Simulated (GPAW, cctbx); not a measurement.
# Bonding in Li2PdN2 as X-rays see it

Aim: compute the bonding part of the density of Li2PdN2, find which reflections carry it, and see how it biases an ordinary refinement.

The start was made by putting kin elements into a known structure type; the compound need not exist, or be stable, in this form. All numbers below are calculated.

## 1. Find the equilibrium geometry

The density hangs on the geometry, so cell and atoms are relaxed first, with the symmetry held. The cutoff is set higher than for the density because stress converges slowly with plane waves.

Settings: GPAW 26.7.0, PBE, 900 eV, 5×5×3 k-points (along the axes of the calculation cell), Fermi–Dirac width 0.05 eV, BFGS to 0.03 eV/Å.

```text
cell
1.0
     3.328000000    0.000000000    0.000000000
    -1.664000000    2.882132544    0.000000000
     0.000000000    0.000000000    5.101000000
Pd N Li
1 2 2
Direct
0.000000000 0.000000000 0.000000000
0.333333333 0.666666667 0.217300000
0.666666667 0.333333333 0.782700000
0.333333333 0.666666667 0.650700000
0.666666667 0.333333333 0.349300000
```

```console
$ OMP_NUM_THREADS=1 mpirun -n 4 gpaw python run.py > gpaw.log
```

```text
BFGS:    0      -23.949102        0.506772
BFGS:    1      -23.962833        0.445596
BFGS:    2      -24.002739        0.262731
BFGS:    3      -24.005283        0.179419
...
BFGS:   15      -24.022586        0.053037
BFGS:   16      -24.022876        0.033360
BFGS:   17      -24.022963        0.006574
cell  3.2440 3.2440 5.1551  90.00 90.00 120.00
volume 46.981 A^3, largest force 0.007 eV/A, largest stress 0.05 GPa
```

After 17 steps the volume has changed by -4.0 % and the energy by -0.074 eV; the largest stress left is 0.05 GPa. It took 80 s on 4 cores of Arm Neoverse V1 (shared host), peak memory 0.99 GiB.

Relaxed structure: P-3m1 (no. 164), a = 3.2440 Å, b = 3.2440 Å, c = 5.1551 Å, α = 90.00°, β = 90.00°, γ = 120.00°.

| atom | mult. | x | y | z |
| --- | --- | --- | --- | --- |
| Pd1 | 1 | 0 | 0 | 0 |
| N1 | 2 | 1/3 | 2/3 | 0.2117 |
| Li1 | 2 | 1/3 | 2/3 | 0.6455 |

## 2. The all-electron density

X-rays see the whole electron density, so the PAW density is rebuilt with its core regions. Subtracting spherical free atoms from the same code cancels the cores and leaves the deformation density Δρ, the part due to bonding.

Settings: PBE, 550 eV, 7×7×4 k-points (along the axes of the calculation cell), Fermi–Dirac width 0.05 eV; primitive cell of 5 atoms.

```console
$ OMP_NUM_THREADS=1 mpirun -n 4 gpaw python run.py > gpaw.log
```

```text
|iter:   1|       0s |  -36.972457 | +0.44 |       |
|iter:   2|       1s |  -30.839132 | -0.74 | -0.63 |
|iter:   3|       1s |  -23.571780 | +0.09 | -0.74 |
...
|iter:   9|       4s |  -23.394459c| -6.51 | -4.09c|
|iter:  10|       4s |  -23.394459c| -7.30 | -4.60c|
|iter:  11|       5s |  -23.394459c| -7.85c| -5.09c|
```

```text
grid (36, 36, 56)  electrons 66.000  moved by bonding 1.152 e
deformation density beyond 0.5 A of the nuclei: max 0.465, min -1.132 e/A^3
atom        x       y       z   Voronoi charge  moment
Pd1    0.0000  0.0000  0.0000      0.752       0.00
N 2    0.3333  0.6667  0.2117     -0.486       0.00
N 3    0.6667  0.3333  0.7883     -0.486       0.00
Li4    0.3333  0.6667  0.6455      0.110       0.00
Li5    0.6667  0.3333  0.3545      0.110       0.00
mean inner potential of superposed free atoms 19.708 V
total magnetic moment 0.000 muB
```

Deformation density in a plane through the shortest contact of the N atom at the origin, in 0.01 e/Å³ (clipped at ±99); x from -1.6 to 3.6 Å, y from 2.4 down to -2.4 Å:

```text
  3  -1  -2  -2  -2  -2  -3  -3  -4  -4  -3  -2  -1  -1  -1  -1
  5   0   .   .   .  -3  -3  -4  -4  -4  -4  -3  -3  -2   .   .
  4   0   .   .  -1  -2  -3  -3  -4  -4  -4  -3  -3  -2   .   .
  2   0  -1   0   2   2   0  -1  -3  -3  -3  -3  -2  -2  -2  -3
 -2   0   2   6   8   9   8   2  -1  -3  -3  -2  -2  -2  -3  -3
-10  -3   9   9   9   .  12   8   1  -1   .  -1  -2  -3  -3  -4
-59 -15  13  14   .   .  11   8   2  -1   .   .  -2  -3  -3  -4
-20 -11   9   8   2   .   9   7   1  -1   .  -1  -1  -2  -3  -3
 -8  -3   1   5   9  15  12   4   1   0   0   2   3   2   0  -2
  0   0   0   0   0  -9 -16  -7  -1   2   5   8   9   9   7   1
  6   3   1  -2  -9 -32 -59  -6 -13   4  12  10   .   .   9   5
  1   2   6  -4 -12   .   . -37 -43   2  14   .   .   .   7   6
  9   5   7  -2 -16  11   .  27 -16   0   9   5   8  13   9   4
```

Atoms in or within 0.15 Å of the plane: N (0.0, 0.0), N (2.6, -1.9), Li (3.4, 1.9), Li (-0.6, 1.9), Li (2.0, 0.0) Å. Dots mark points within about 0.45 Å of a nucleus; large values next to them are atomic features.

N gains most (-0.49 e) and Pd loses most (+0.75 e); N is the most electronegative element, but the order of the others doesn't follow electronegativity. Such charges fall far short of formal ones, since overlapping free atoms already put density on their neighbours. Along the shortest contact from the N atom at the map's origin, N–Li at 2.01 Å, Δρ is +0.06 e/Å³ at the midpoint; the highest value on the line, +0.11, lies at the edge of the range, 0.5 Å from N, and is an atomic rather than a bond feature: little piles up between the atoms, as in an ionic contact (the run has a band gap). At the midpoints of other shortest contacts it is +0.01 (Pd–N, 2.17 Å), -0.02 (Li–Li, 2.40 Å), 0.00 (Pd–Li, 2.62 Å) and +0.01 (N–N, 2.88 Å) e/Å³. Point values carry grid noise of about 0.01 e/Å³. The run needed 11 iterations, 9.8 s.

## 3. Structure factors

The Fourier components of Δρ, added to those of the free atoms, give the static X-ray structure factors; the Mott–Bethe relation turns them into the Fourier components V of the potential that fast electrons feel.

```text
static structure factors of the conventional cell: F in electrons, V (Mott-Bethe) in volts
   h  k  l      d  |F| table  |F| free   |F| DFT   change   |V| free  |V| DFT  change %
   0  0  1  5.1551    43.569    43.462    43.104   -0.358     5.731    6.659     16.2
   1  0  0  2.8094    31.915    31.867    31.157   -0.710     3.183    3.729     17.2
   0  0  2  2.5776    28.493    28.470    27.530   -0.940     2.329    2.938     26.2
   1  0  1  2.4668    31.870    31.840    31.171   -0.669     3.956    4.353     10.0
   1  0 -1  2.4668    42.305    42.229    42.334    0.104     6.883    6.821     -0.9
   1  0  2  1.8993    31.561    31.558    31.478   -0.079     3.792    3.820      0.7
   1  0 -2  1.8993    42.759    42.725    42.537   -0.188     7.348    7.414      0.9
   0  0  3  1.7184    30.446    30.428    30.347   -0.081     3.414    3.437      0.7
   1  1  0  1.6220    40.360    40.350    40.299   -0.051     6.584    6.597      0.2
   1  1  1  1.5472    30.008    30.030    29.929   -0.102     3.653    3.677      0.6
   1  0  3  1.4659    34.696    34.722    34.654   -0.068     5.086    5.100      0.3
   1  0 -3  1.4659    25.444    25.474    25.386   -0.088     2.362    2.380      0.8
   2  0  0  1.4047    24.743    24.773    24.812    0.039     2.161    2.154     -0.3
   1  1  2  1.3728    23.086    23.111    23.165    0.055     1.646    1.636     -0.6
```

The largest X-ray change is -0.94 e on 002, 3.3 % of |F|. For electrons V goes as (Z − F)/g², so a change of F counts against Z − F, which is small at low angle and wherever the atoms' terms cancel: |V| of 002 moves by +26.2 % (2.33 to 2.94 V) against -3.3 % in |F|. The tabulated Hartree–Fock atoms differ from the free DFT atoms by up to 0.11 e, so the choice of reference atom matters too.

## 4. Which functional?

The same geometry is run with other functionals, to see whether the bonding signal is larger than the spread between approximations. Free atoms are LDA for LDA and PBE otherwise; meta-GGAs and hybrids keep PBE cores. Any other changed setting is in the row's label.

| run | ΔF 002 (e) | ΔF 100 (e) | ΔF 101 (e) | q(N) (e) | moved (e) | time |
| --- | --- | --- | --- | --- | --- | --- |
| PBE | -0.940 | -0.710 | -0.669 | -0.486 | 1.152 | 9.8 s |
| LDA | -0.914 | -0.697 | -0.641 | -0.463 | 1.107 | 9.3 s |
| r2SCAN | -0.955 | -0.717 | -0.688 | -0.512 | 1.225 | 24 s |

At the base's settings ΔF(002) spans -0.955 to -0.914 e, a spread of 4 % of the PBE value; over the three listed reflections the spread is at most 7 %, so sign and size hold across the functionals. Times are from shared hosts.

## 5. What a spherical-atom refinement makes of it

Routine crystallography fits spherical atoms. To see the bias, intensities are simulated from tabulated atoms plus the DFT change ΔF, so that bonding alone can misfit (1580 reflections of the full sphere, merged to the counts below, to 0.5 Å, 0.5 % proportional noise plus counting noise, assumed isotropic U as listed, Δρ smeared by the mean U) and refined with cctbx over different ranges.

| range | data | R1 | GooF | U Pd1 (true 0.0074) | U N1 (true 0.0132) | U Li1 (true 0.0152) | largest shift (Å) | Δρ max, min (e/Å³) |
| --- | --- | --- | --- | --- | --- | --- | --- | --- |
| all data | 182 | 0.0043 | 2.27 | 0.0074 | 0.0132 | 0.0154 | 0.0005 | 0.18, -0.63 |
| low resolution, d > 0.84 | 44 | 0.0046 | 3.34 | 0.0069 | 0.0133 | 0.0150 | 0.0038 | 0.17, -0.18 |
| high order, d < 0.75 | 121 | 0.0033 | 1.40 | 0.0074 | 0.0132 | 0.0152 | 0.0007 | 0.22, -0.30 |
| occupancies free, d > 0.7 | 74 | 0.0048 | 3.00 | 0.0072 | 0.0142 | 0.0154 | 0.0007 | 0.15, -0.40 |

With all data GooF is 2.27, so the misfit of spherical atoms stands above the noise; the top residual peak lies 0.87 Å from Li and 1.37 Å from N. U of Pd1 is off by -7 % at low resolution and by +0 % from high-order data. Those still misfit (GooF 1.40): compact aspherical density near the nuclei scatters to high angle, so the cut doesn't remove it. N1 is displaced by 0.004 Å at low resolution. With Pd1 held at 1 and the scale free, the other occupancies refine to N1 1.027(0.010) and Li1 0.994(0.024), within three s.u. of full.

## 6. Answer

Bonding moves 1.15 e in the primitive cell of Li2PdN2 and changes the structure factors of the conventional cell in the table above by at most 0.94 e (002, 3.3 %). The shortest bond, N–Li, has Δρ = +0.06 e/Å³ at its midpoint, which with the charge transfer marks a mainly ionic contact. At the base's settings ΔF(002) spans -0.955 to -0.914 e, a spread of 4 % of the PBE value; over the three listed reflections the spread is at most 7 %, so sign and size hold across the functionals. With all data GooF is 2.27, so the misfit of spherical atoms stands above the noise. Limits: static density, frozen cores, no spin–orbit coupling.

[Outputs are excerpts: Python notices, other lines and further rows are left out; steps that failed or that the build refused (PBEsol, TPSS) are not shown.]

[Logs are printed without paths, hosts, clocks, repeated set-up lines and the standing remarks that a program may print on its own settings, such as how far it seeks lower states.]
